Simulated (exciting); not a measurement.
Consider MgI2, space group P-3m1.

```cif
data_structure
_symmetry_space_group_name_H-M 'P 1'
_symmetry_Int_Tables_number 1
_cell_length_a 4.1400
_cell_length_b 4.1400
_cell_length_c 6.8800
_cell_angle_alpha 90.000
_cell_angle_beta 90.000
_cell_angle_gamma 120.000
_cell_volume 102.12
loop_
_atom_site_label
_atom_site_type_symbol
_atom_site_fract_x
_atom_site_fract_y
_atom_site_fract_z
_atom_site_occupancy
I1 I 0.66667 0.33333 0.75000 1
I2 I 0.33333 0.66667 0.25000 1
Mg3 Mg 0.00000 0.00000 0.00000 1
```

Absorber: atom 1, with nearest neighbours 3 Mg at 2.94 Å (site symmetry 3m). Method: exciting, all-electron LAPW+lo, PBE, exchange and screened direct term (singlet BSE), 4×4×2 shifted k points, 35 conduction bands, |G+q| up to 3 bohr⁻¹ (2 in the exchange term), full RPA screening with nempty = 65, Lorentzian half width 1.54 eV.

The database entry behind the starting cell has ideal inner coordinates that were not refined, so it need not match the best structure at ambient conditions.

Predict the I L₃ near-edge structure at this level.

Bound core exciton? Yes on this mesh: the first bright state (over 5 % of the brightest) lies at -0.97 eV from the Kohn–Sham onset. Maxima (height): 1.7 eV (0.94) and 10.0 eV (1.00).

Energy from the Kohn–Sham onset, core level to the lowest empty state found on the meshes used; Im ε in relative units:

```
E (eV)  Im ε
 -12.0  0.03
 -11.5  0.03
 -11.0  0.04
 -10.5  0.04
 -10.0  0.04
  -9.5  0.04
  -9.0  0.05
  -8.5  0.05
  -8.0  0.06
  -7.5  0.06
  -7.0  0.07
  -6.5  0.07
  -6.0  0.08
  -5.5  0.09
  -5.0  0.11
  -4.5  0.12
  -4.0  0.14
  -3.5  0.17
  -3.0  0.21
  -2.5  0.26
  -2.0  0.33
  -1.5  0.42
  -1.0  0.52
  -0.5  0.62
   0.0  0.72
   0.5  0.82
   1.0  0.90
   1.5  0.94
   2.0  0.94
   2.5  0.91
   3.0  0.88
   3.5  0.87
   4.0  0.88
   4.5  0.90
   5.0  0.92
   5.5  0.93
   6.0  0.94
   6.5  0.94
   7.0  0.95
   7.5  0.96
   8.0  0.97
   8.5  0.97
   9.0  0.98
   9.5  0.99
  10.0  1.00
  10.5  0.99
  11.0  0.98
  11.5  0.96
  12.0  0.95
  12.5  0.94
  13.0  0.92
  13.5  0.90
  14.0  0.88
  14.5  0.85
  15.0  0.82
  15.5  0.78
  16.0  0.75
  16.5  0.72
  17.0  0.68
```

Binding energies aren't converged on 32 k points, and fine structure above the first lines is partly noise of the mesh. Exchange and the short-range direct term aren't converged in the kernel cutoff. The zero comes from the unshifted 4×4×2 ground-state mesh; it is exact only where the band minimum lies on that mesh. The conduction states carry no spin here, so the exchange coupling to the spinor core hole is only partly held. This core level is treated alone, with no coupling to its spin–orbit partner. The Kohn–Sham onset, 4474 eV, is no photon energy (tabulated edge of the element: 4557 eV): the scale needs a rigid shift. No quasiparticle correction widens the gap or stretches the bands. Vibrations and energy-dependent lifetimes are left out. The structure is a published determination, not relaxed.

[Banner, clock and machine lines of the logs are left out without a mark of their own.]

[Logs are printed without paths, hosts, clocks, repeated set-up lines and the standing remarks that a program may print on its own settings, such as how far it seeks lower states.]

[Hosts, paths, dates, database ids (printed as entryN), source tags and the programs' standing remarks are cut or masked in the printed files.]
